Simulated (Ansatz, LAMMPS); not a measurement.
## Localised basis functions on amorphous 67HfO2-33GeO2 (mol %) (72 atoms)

Aim: test how closely localised support functions follow the reference on amorphous 67HfO2-33GeO2 (mol %) (72 atoms), and at what cost. A setting counts as converged where the r.m.s. difference of forces stays under 1 % of the r.m.s. force.

Calculated with Ansatz 0.2.0; Kohn-Sham DFT, PBE, PAW (set soft_2), plane waves.

### Step 1. Set-up

The cell holds 72 atoms: 16 Hf, 8 Ge and 48 O. Cell: a = 10.070 Å, b = 10.070 Å, c = 10.070 Å, α = 90.0°, β = 90.0°, γ = 90.0°. 72 atoms (16 Zr, 8 Ge, 48 O) placed at random at 4.59 g/cm³, melted at 5000 K for 10 ps at fixed volume with the Morse and Coulomb pair potential with partial charges (Pedone, Malavasi, Menziani, Cormack and Segre, J. Phys. Chem. B 110, 11780 (2006)). Quenched from 5000 K to 300 K at 20 K/ps and fixed volume, held 10 ps at zero pressure, then minimised at fixed cell. Then Zr was replaced by Hf and the cell scaled by 1.008 (the potential has no terms for the new elements, so the cell is a start for a DFT relaxation).

Limits known from the start: The quench rate of 20 K/ps far exceeds what a furnace or splat quench reaches, so expect more defects and frozen-in strain than in a real sample. The network of bonds at the start is that of the classical potential that made the cell, and needn't be the one that DFT or experiment would give. The Brillouin zone is sampled at Γ only, in a cell whose shortest periodic width is 10 Å. The levels lack spin–orbit coupling, which is large for the heavy elements here.

### Step 2. Making the structure

A classical potential makes the cell, at a small fraction of what the same run would cost in DFT.

This step: classical MD, Morse and Coulomb pair potential with partial charges (Pedone, Malavasi, Menziani, Cormack and Segre, J. Phys. Chem. B 110, 11780 (2006)) (LAMMPS 22 Jul 2025 - Update 4).

in.lmp

```
# melt-quench of Zr16Ge8O48
units metal
atom_style charge
boundary p p p
region box block 0 10.0540 0 10.0540 0 10.0540
create_box 3 box
mass 1 91.2240   # Zr
mass 2 72.6300   # Ge
mass 3 15.9990   # O
create_atoms 1 random 16 19865 NULL overlap 1.5 maxtry 2000
create_atoms 2 random 8 19872 NULL overlap 1.5 maxtry 2000
create_atoms 3 random 48 19879 NULL overlap 1.5 maxtry 2000
pair_style hybrid/overlay pedone 5.5 coul/long 8.0
pair_coeff * * coul/long
pair_coeff 1 3 pedone 0.206237 2.479675 2.436997 1   # Zr-O
pair_coeff 2 3 pedone 0.158118 2.294230 2.261313 5   # Ge-O
pair_coeff 3 3 pedone 0.042395 1.379316 3.618701 22   # O-O
set type 1 charge 2.4
set type 2 charge 2.4
set type 3 charge -1.2
kspace_style pppm 1.0e-4
neigh_modify delay 0 every 1 check yes
thermo_style custom step time temp pe press density
thermo_modify norm yes
timestep 0.002
thermo 100
min_style cg
minimize 1e-4 1e-4 200 2000
reset_timestep 0
velocity all create 5000 19866 mom yes dist gaussian
fix lim all nve/limit 0.05
fix lan all langevin 5000 5000 0.2 19867 zero yes
thermo 500
run 1000 post no
# [... 10 lines left out ...]
thermo 1666
fix md all npt temp 300 300 0.2 iso 0 0 2
run 5000 post no
unfix md
thermo 100
min_style cg
minimize 0 1e-3 2000 20000
write_dump all custom glass.dump id type xs ys zs modify sort id
```

Run with:

```sh
$ lmp -in in.lmp -log none -nocite
```

What it wrote:

```text
LAMMPS (22 Jul 2025 - Update 4)
Created orthogonal box = (0 0 0) to (10.054 10.054 10.054)
Created 16 atoms
Created 8 atoms
Created 48 atoms
PPPM initialization ...
  G vector (1/distance) = 0.38975416
  grid = 12 12 12
  estimated relative force accuracy = 4.5928994e-05
   Step          Time           Temp          PotEng         Press         Density
         0   0              0             -3.2513148      1019480.9      4.5890057
        82   0.164          0             -15.496223      18320.945      4.5890057
Loop time of 0.0422753 s on 1 MPI rank(s) for 82 steps with 72 atoms
Minimization stats:
  Stopping criterion = energy tolerance
  Energy initial, next-to-last, final =
     -3.25131483153881  -15.4947129087218   -15.496222718294
  Force two-norm initial, final = 293.95814 2.0850652
  Iterations, force evaluations = 82 117
   Step          Time           Temp          PotEng         Press         Density
         0   0              5000          -15.496223      66548.523      4.5890057
       500   1              2385.6186     -15.194748      21612.048      4.5890057
      1000   2              2488.8313     -15.169638     -2509.2759      4.5890057
Loop time of 0.30079 s on 1 MPI rank(s) for 1000 steps with 72 atoms
   Step          Time           Temp          PotEng         Press         Density
[... 2 lines left out ...]
      2499   4.998          4035.7866     -14.739784      14265.771      4.5890057
      3332   6.664          5014.8074     -14.778441      93369.455      4.5890057
      4165   8.33           4809.277      -14.692808      40600.465      4.5890057
      4998   9.996          4523.3949     -14.664049      30436.059      4.5890057
      5831   11.662         4738.0035     -14.702647      4610.6         4.5890057
[... 1 line left out ...]
Loop time of 1.57379 s on 1 MPI rank(s) for 5000 steps with 72 atoms
   Step          Time           Temp          PotEng         Press         Density
[... 12 lines left out ...]
Loop time of 35.272 s on 1 MPI rank(s) for 117500 steps with 72 atoms
   Step          Time           Temp          PotEng         Press         Density
[... 3 lines left out ...]
    128282   256.564        315.80678     -15.562571     -1245.6168      4.6393677
    128500   257            300.87757     -15.575001     -5640.072       4.6782049
Loop time of 2.03283 s on 1 MPI rank(s) for 5000 steps with 72 atoms
   Step          Time           Temp          PotEng         Press         Density
    128500   257            300.87757     -15.575001     -5639.7941      4.6782049
    128514   257.028        300.87757     -15.609661     -8366.9579      4.6782049
Loop time of 0.0215682 s on 1 MPI rank(s) for 14 steps with 72 atoms
Minimization stats:
  Stopping criterion = linesearch alpha is zero
  Energy initial, next-to-last, final =
      -15.575001203939  -15.6096613560685  -15.6096613560685
  Force two-norm initial, final = 11.02555 0.58309233
  Iterations, force evaluations = 14 63
```

Run time: 39 s. Hardware: 1 thread of Arm Neoverse V2, shared host; peak memory 0.073 GiB.

### Step 3. Plane-wave single point

The first run uses the default basis; a harder plane-wave run follows as the reference for the support functions.

input.yaml

```yaml
crystal:
  lattice:
    - [10.06961, 0.0, 0.0]
    - [0.0, 10.06961, 0.0]
    - [0.0, 0.0, 10.06961]
  atoms:
    - { symbol: Hf, position: [0.8167, 0.84336, 0.28076] }
    - { symbol: Hf, position: [0.52174, 0.6252, 0.70535] }
    - { symbol: Hf, position: [0.7654, 0.3747, 0.72522] }
    - { symbol: Hf, position: [0.31459, 0.93533, 0.86467] }
    - { symbol: Hf, position: [0.48196, 0.336, 0.8941] }
    - { symbol: Hf, position: [0.84666, 0.22849, 0.38225] }
    - { symbol: Hf, position: [0.51917, 0.68171, 0.30542] }
    - { symbol: Hf, position: [0.46761, 0.12654, 0.63791] }
    - { symbol: Hf, position: [0.7671, 0.65247, 0.94311] }
    - { symbol: Hf, position: [0.1706, 0.78367, 0.21699] }
    - { symbol: Hf, position: [0.00905, 0.1446, 0.70285] }
    - { symbol: Hf, position: [0.46854, 0.27316, 0.29206] }
    - { symbol: Hf, position: [0.05428, 0.5097, 0.37255] }
    - { symbol: Hf, position: [0.19824, 0.14713, 0.3543] }
    - { symbol: Hf, position: [0.98457, 0.91934, 0.94626] }
    - { symbol: Hf, position: [0.70146, 0.45446, 0.19685] }
    - { symbol: Ge, position: [0.74396, 0.88835, 0.67373] }
    - { symbol: Ge, position: [0.01346, 0.64568, 0.72432] }
    - { symbol: Ge, position: [0.20994, 0.41783, 0.10529] }
    - { symbol: Ge, position: [0.23768, 0.43564, 0.66003] }
    - { symbol: Ge, position: [0.79539, 0.60756, 0.48926] }
    - { symbol: Ge, position: [0.19538, 0.89204, 0.56281] }
    - { symbol: Ge, position: [0.47046, 0.93978, 0.17182] }
    - { symbol: Ge, position: [0.91848, 0.26071, 0.03148] }
    - { symbol: O, position: [0.07141, 0.33292, 0.05701] }
    - { symbol: O, position: [0.15465, 0.28843, 0.67945] }
    - { symbol: O, position: [0.4028, 0.4457, 0.71169] }
    - { symbol: O, position: [0.84315, 0.4532, 0.36896] }
    - { symbol: O, position: [0.32762, 0.42747, 0.98886] }
    - { symbol: O, position: [0.13536, 0.98943, 0.2401] }
    - { symbol: O, position: [0.62002, 0.63016, 0.10564] }
    - { symbol: O, position: [0.12406, 0.0248, 0.83009] }
    - { symbol: O, position: [0.96106, 0.58349, 0.54854] }
    - { symbol: O, position: [0.40599, 0.07603, 0.25219] }
    - { symbol: O, position: [0.04744, 0.29138, 0.36521] }
    - { symbol: O, position: [0.27459, 0.30761, 0.22773] }
    - { symbol: O, position: [0.49834, 0.69459, 0.51051] }
    - { symbol: O, position: [0.81981, 0.27764, 0.17679] }
    - { symbol: O, position: [0.87703, 0.53547, 0.77972] }
    - { symbol: O, position: [0.88673, 0.26444, 0.85647] }
    - { symbol: O, position: [0.14763, 0.54518, 0.75442] }
    - { symbol: O, position: [0.8529, 0.02487, 0.36328] }
    - { symbol: O, position: [0.09913, 0.78956, 0.65628] }
    - { symbol: O, position: [0.72438, 0.65938, 0.33836] }
    - { symbol: O, position: [0.84426, 0.81764, 0.07482] }
    - { symbol: O, position: [0.87012, 0.98492, 0.74756] }
    - { symbol: O, position: [0.68772, 0.52219, 0.59464] }
    - { symbol: O, position: [0.98723, 0.7158, 0.30337] }
    - { symbol: O, position: [0.22709, 0.81142, 0.41859] }
    - { symbol: O, position: [0.32911, 0.96597, 0.64703] }
    - { symbol: O, position: [0.6008, 0.25511, 0.73705] }
    - { symbol: O, position: [0.79651, 0.78221, 0.54523] }
    - { symbol: O, position: [0.21703, 0.4859, 0.49667] }
    - { symbol: O, position: [0.36751, 0.20628, 0.4731] }
    - { symbol: O, position: [0.17008, 0.55988, 0.20146] }
    - { symbol: O, position: [0.11224, 0.04746, 0.52925] }
    - { symbol: O, position: [0.56006, 0.31456, 0.09576] }
    - { symbol: O, position: [0.6255, 0.49459, 0.85564] }
    - { symbol: O, position: [0.16913, 0.841, 0.01201] }
    - { symbol: O, position: [0.46346, 0.95846, 0.00674] }
    - { symbol: O, position: [0.94301, 0.74525, 0.85235] }
    - { symbol: O, position: [0.60865, 0.88074, 0.25707] }
    - { symbol: O, position: [0.39216, 0.75158, 0.80282] }
    - { symbol: O, position: [0.51903, 0.47498, 0.30266] }
    - { symbol: O, position: [0.3791, 0.79181, 0.20266] }
    - { symbol: O, position: [0.9319, 0.08985, 0.03763] }
    - { symbol: O, position: [0.84568, 0.50135, 0.05865] }
    - { symbol: O, position: [0.64226, 0.24362, 0.39134] }
    - { symbol: O, position: [0.61856, 0.9898, 0.62636] }
    - { symbol: O, position: [0.87003, 0.25342, 0.589] }
    - { symbol: O, position: [0.38821, 0.15349, 0.8323] }
    - { symbol: O, position: [0.67885, 0.76018, 0.78006] }
kpoints:
  mp_grid: { grid: [1, 1, 1] }
hamiltonian:
  xc: pbe
scf:
  occupations: { method: fixed }
output:
  forces: true
  stress: true
  populations: true
  dos:
    method: { smearing: { sigma: 0.15 } }
    de: 0.1
    projected: { site_lists: { Ge: [Ge], Hf: [Hf], O: [O] } }
  eigenvalues: true
  write_density: true
  write_potential: true
  volumetric_format: npy
  elf: true
```

Run with:

```sh
$ ansatz run input.yaml --threads 4 --pin off --max-ram 8192MiB --backend cpu --events-out ev --progress --plain --runs-dir out
```

What it wrote:

```text
Engine: ansatz 0.2.0, aarch64-unknown-linux-gnu
Pseudopotentials: kind: paw
Pseudopotential: Hf, paw, valence charge 26, recommended cutoff 420 eV (normal), Hf.paw.azcp
Pseudopotential: Ge, paw, valence charge 14, recommended cutoff 420 eV (normal), Ge.paw.azcp
Pseudopotential: O, paw, valence charge 6, recommended cutoff 420 eV (normal), O.paw.azcp
[... 5 lines on functional and potentials left out ...]
Crystal: 72 atoms, lattice volume = 1021.029 Å³
Basis set: ecut = 420 eV, 20005 PW (Γ), exchange–correlation on 144×144×144 points (8 copies of the dense FFT grid, shifted against one another)
Bands: 490, of which v1, the nominal top of the filled ones, is band 408 counted from 1 (407 counted from 0)
Symmetry: 1 space group operations
Space group: P1 (ITA 1), of the structure as read, at distance tolerance 1.0e-4 Å
k-points: 1
[... 7 lines on functional and potentials left out ...]
Initial density: superposition of atomic densities (neutral atoms: chi_scale 0, normalization atom), corrected by the library's trained network
Initial wavefunctions: pseudopotential atomic-orbital guess
Functional: x = pbe(κ = 0.804, μ = 0.219515), c = pbe(β = 0.066725)
SCF iter   1: F=—  HF=-313208.759589 eV  |F-HF|=—  |Δ(HF+E_count)|=         —  Δρ=3.72e-3  dr2=1.39e-1  ethr=1.77e-3  ⟨swp⟩=5.0  Hψ=1522  notcnv=0  defer=79
preconditioner: auto → Resta (q_TF=auto, 2.628 Å⁻¹)  ε∞=4.2  [insulator: Δε(μ)=3.090 eV  Ē_g=18.157 eV  n_scr=304 (ndim 8)  ℏωp=32.5 eV  f_vac=0.183  ε∞_Penn≈4.2]
SCF iter   2: F=—  HF=-313208.762378 eV  |F-HF|=—  |Δ(HF+E_count)|=   2.79e-3  Δρ=1.91e-3  dr2=2.62e-2  ethr=1.70e-5  ⟨swp⟩=2.0  Hψ=870  notcnv=0  defer=80
SCF iter   3: F=—  HF=-313208.763469 eV  |F-HF|=—  |Δ(HF+E_count)|=   1.09e-3  Δρ=8.36e-4  dr2=8.06e-3  ethr=3.21e-6  ⟨swp⟩=2.0  Hψ=693  notcnv=0  defer=80
SCF iter   4: F=—  HF=-313208.764349 eV  |F-HF|=—  |Δ(HF+E_count)|=   8.80e-4  Δρ=2.38e-4  dr2=6.71e-4  ethr=9.88e-7  ⟨swp⟩=2.0  Hψ=820  notcnv=0  defer=80
SCF iter   5: F=—  HF=-313208.764541 eV  |F-HF|=—  |Δ(HF+E_count)|=   1.92e-4  Δρ=1.65e-4  dr2=2.74e-4  ethr=8.22e-8  ⟨swp⟩=2.0  Hψ=820  notcnv=0  defer=80
SCF iter   6: F=—  HF=-313208.764597 eV  |F-HF|=—  |Δ(HF+E_count)|=   5.66e-5  Δρ=4.67e-5  dr2=2.63e-5  ethr=3.35e-8  ⟨swp⟩=2.0  Hψ=818  notcnv=0  defer=79
SCF iter   7: F=—  HF=-313208.766273 eV  |F-HF|=—  |Δ(HF+E_count)|=   1.68e-3  Δρ=3.26e-5  dr2=1.17e-5  ethr=3.23e-9  ⟨swp⟩=2.0  Hψ=898  notcnv=0  defer=79
SCF iter   8: F=—  HF=-313208.766276 eV  |F-HF|=—  |Δ(HF+E_count)|=   2.77e-6  Δρ=1.23e-5  dr2=1.91e-6  ethr=1.43e-9  ⟨swp⟩=2.0  Hψ=818  notcnv=0  defer=79
SCF iter   9: F=—  HF=-313208.766277 eV  |F-HF|=—  |Δ(HF+E_count)|=   1.20e-6  Δρ=6.06e-6  dr2=4.02e-7  ethr=2.34e-10  ⟨swp⟩=2.0  Hψ=677  notcnv=0  defer=79
SCF iter  10: F=-313208.766277 eV  HF=-313208.766277 eV  |F-HF|=2.17e-8  |Δ(HF+E_count)|=   8.45e-8  Δρ=2.77e-6  dr2=9.31e-8  ethr=1.23e-11  ⟨swp⟩=17.0  Hψ=3929  notcnv=0
SCF 1 converged in 10 iterations: F = -313208.766277 eV  dr2 = 9.31e-8
  greatest PAW one-centre occupation: 0.999 electrons in one spin orbital (limit 2), on the Ge atom at site 17 (counted from 0), in its partial waves of l = 2
SCF converged after 10 iterations
Free energy (F): -313208.766277 eV
Harris-Foulkes:  -313208.766277 eV  (|F-HF|=2.17e-8)
Internal energy: -313208.766277 eV  (E = F + TS)
E sigma→0 (E₀):  -313208.766277 eV
Fermi energy:    8.659644 eV
--- Per-component energies (eV) ---
  E_band       = -4697.017849
  E_kinetic    = 15951.981025
  E_local      = -153588.706192  (includes V_loc(G=0)·N_el)
  E_nonlocal   = -14180.474517
  E_hartree    = 68914.595992
  E_xc         = -8900.655807
  E_vxc        = -9236.006260  (∫ρ·V_xc dr)
  E_paw        = -134621.111699  (= ΣΔE_a)
  E_vpaw       = 18526.890997  (= ΣTr[D̂ρ^β])
  E_aug_tail   = 0.120791  (compensation charges beyond the density's cutoff)
  E_ewald      = -86784.515872
  E_smearing   = -0.000000  (= −TS)
  E_closure    = 0.000000  (closes the sum)
  Σ components = -313208.766277   (vs F -313208.766277, Δ=0.00e0)
--- Forces (eV/Å), atoms counted from 1 ---
  atom   1  Hf     1.01921048     1.16897574    -0.42953150
  atom   2  Hf    -1.42233129     2.30998054    -1.00049673
  atom   3  Hf     0.71089812     0.45372082    -0.13978133
  atom   4  Hf     0.70970698    -1.45734401     0.60234483
  atom   5  Hf    -0.52957681    -0.08522326     1.55024390
  atom   6  Hf    -1.08494014    -1.91672420    -0.31149796
  atom   7  Hf    -0.07512265    -1.04535059     1.62968506
  atom   8  Hf     0.69238507    -0.62221210     0.46343220
  atom   9  Hf     0.70822030    -1.35162816     1.56969396
  atom  10  Hf    -0.50609056     2.75568121     1.18642187
  atom  11  Hf     1.56679180     0.68440455    -0.16740043
  atom  12  Hf     1.95748964     0.25465100    -0.07253319
  atom  13  Hf     0.66482034    -0.70397065     1.53336904
  atom  14  Hf    -1.44287825    -1.36124156    -0.81996924
[...]
atom  71  O      0.63989702    -0.26268984    -0.93387473
  atom  72  O     -0.66040965    -0.62612893     0.58741696
  max |Σ_I F_I| component: 7.78e-5 eV/Å
--- Stress (GPa, compression-positive) ---
       -1.063900      -0.859289       0.440700
       -0.859289      -6.297735      -1.798532
        0.440699      -1.798532      -5.355795
  P = ⅓ Tr σ = -4.2391 GPa (-42.391 kbar)
--- Band table (eV) ---
  k-point 0: bands = ["-53.1192", "-53.0594", "-53.0305", "-52.9101", [... 474 levels ...], "15.8650", "16.0651", "16.0760", "16.1652", "16.3014", "16.3322", "16.4264", "16.5119", "16.5461", "16.6036", "16.6272", "16.6810"]
--- Löwdin populations: 72 sites ---
  site symbol       q [e]
     0     Hf     24.4323
     1     Hf     24.4812
     2     Hf     24.4921
[...]
71      O      6.7271
  spilling = 0.003355 (of n_electrons = 816.000000)
```

Elapsed: 20 s, on 4 threads of Arm Neoverse V2, shared host; peak memory 1.7 GiB.

Reading the cycles: dr2 is the Hartree energy of the density residual (eV), the measure of convergence; HF is the Harris–Foulkes estimate of the energy, which meets the free energy F at convergence.

Numbers from this run:

- free energy: -313208.7663 eV
- free energy per atom: -4350.1218 eV/atom
- SCF cycles: 10
- pressure: -4.239 GPa
- r.m.s. force component: 0.8647 eV/Å
- longest force: 3.068 eV/Å
- Fermi energy: 8.66 eV
- gap (highest filled to lowest empty level): 3.121 eV
- spilling of the projection: 0.003355

The r.m.s. force component of 0.86 eV/Å and the pressure of -4.2 GPa set the scale for the differences below.

### Step 4. Plane waves at 750 eV (750 eV)

A harder cutoff gives the support functions a reference with less basis error.

input.yaml, the sections that differ from step 3:

```yaml
output:
  forces: true
  eigenvalues: true
basis:
  ecutwfc: "750 eV"
# crystal, kpoints, hamiltonian, scf: as in step 3
```

What it wrote:

```text
[...]
Crystal: 72 atoms, lattice volume = 1021.029 Å³
Basis set: ecut = 750 eV, 47497 PW (Γ), exchange–correlation on 180×180×180 points (8 copies of the dense FFT grid, shifted against one another)
Bands: 490, of which v1, the nominal top of the filled ones, is band 408 counted from 1 (407 counted from 0)
Symmetry: 1 space group operations
[...]
k-points: 1
[...]
SCF iter   1: F=—  HF=-313209.133918 eV  |F-HF|=—  |Δ(HF+E_count)|=         —  Δρ=3.83e-3  dr2=1.41e-1  ethr=1.77e-3  ⟨swp⟩=5.0  Hψ=1560  notcnv=0  defer=79
[...]
SCF iter   3: F=—  HF=-313209.133018 eV  |F-HF|=—  |Δ(HF+E_count)|=   2.29e-4  Δρ=8.79e-4  dr2=8.23e-3  ethr=3.42e-6  ⟨swp⟩=2.0  Hψ=693  notcnv=0  defer=63
automatic band count: iteration 3 solves 473 bands in place of 490: the levels show a gap, and the empty bands left out lie too high to hold charge; the band table lists the bands solved (type scf.n_extra_bands for more)
SCF iter   4: F=—  HF=-313209.133780 eV  |F-HF|=—  |Δ(HF+E_count)|=   7.63e-4  Δρ=2.28e-4  dr2=6.38e-4  ethr=1.01e-6  ⟨swp⟩=2.0  Hψ=820  notcnv=0  defer=63
SCF iter   5: F=—  HF=-313209.134064 eV  |F-HF|=—  |Δ(HF+E_count)|=   2.84e-4  Δρ=1.51e-4  dr2=2.36e-4  ethr=7.82e-8  ⟨swp⟩=2.0  Hψ=820  notcnv=0  defer=63
[...]
SCF iter  10: F=—  HF=-313209.134933 eV  |F-HF|=—  |Δ(HF+E_count)|=   9.56e-8  Δρ=2.97e-6  dr2=1.05e-7  ethr=1.23e-11  ⟨swp⟩=11.0  Hψ=2113  notcnv=0
SCF iter  11: F=-313209.134933 eV  HF=-313209.134933 eV  |F-HF|=8.27e-9  |Δ(HF+E_count)|=   4.07e-8  Δρ=1.19e-6  dr2=2.00e-8  ethr=1.23e-11  ⟨swp⟩=4.0  Hψ=1552  notcnv=0
SCF 1 converged in 11 iterations: F = -313209.134933 eV  dr2 = 2.00e-8
[...]
SCF converged after 11 iterations
Free energy (F): -313209.134933 eV
[...]
Internal energy: -313209.134933 eV  (E = F + TS)
E sigma→0 (E₀):  -313209.134933 eV
Fermi energy:    8.659518 eV
[...]
Σ components = -313209.134933   (vs F -313209.134933, Δ=0.00e0)
--- Forces (eV/Å), atoms counted from 1 ---
  atom   1  Hf     1.01861390     1.16611640    -0.42966701
  atom   2  Hf    -1.41953045     2.30773257    -0.99965286
  atom   3  Hf     0.70996183     0.45479708    -0.13908938
  atom   4  Hf     0.70875525    -1.45696683     0.60111000
[...]
atom  72  O     -0.65876493    -0.62478672     0.58444325
  max |Σ_I F_I| component: 5.33e-5 eV/Å
--- Band table (eV) ---
[...]
```

It took 29 s on 4 threads; peak memory 3.3 GiB.

Forces differ from the reference by 2.2 meV/Å r.m.s., 0.25 % of their size, well within a tolerance of 1 %; the energy by -5.1 meV/atom. It took roughly 1.4 times the reference's time (one timing each, with unlike analyses asked), in 11 cycles against 10.

(Continued in part 2 of 3.)

[Long decimals in the printed logs are rounded to 6 places.]

[Logs are printed without paths, hosts, clocks, repeated set-up lines and the standing remarks that a program may print on its own settings, such as how far it seeks lower states.]

[Hosts, paths, dates, database ids (printed as entryN), source tags and the programs' standing remarks are cut or masked in the printed files.]
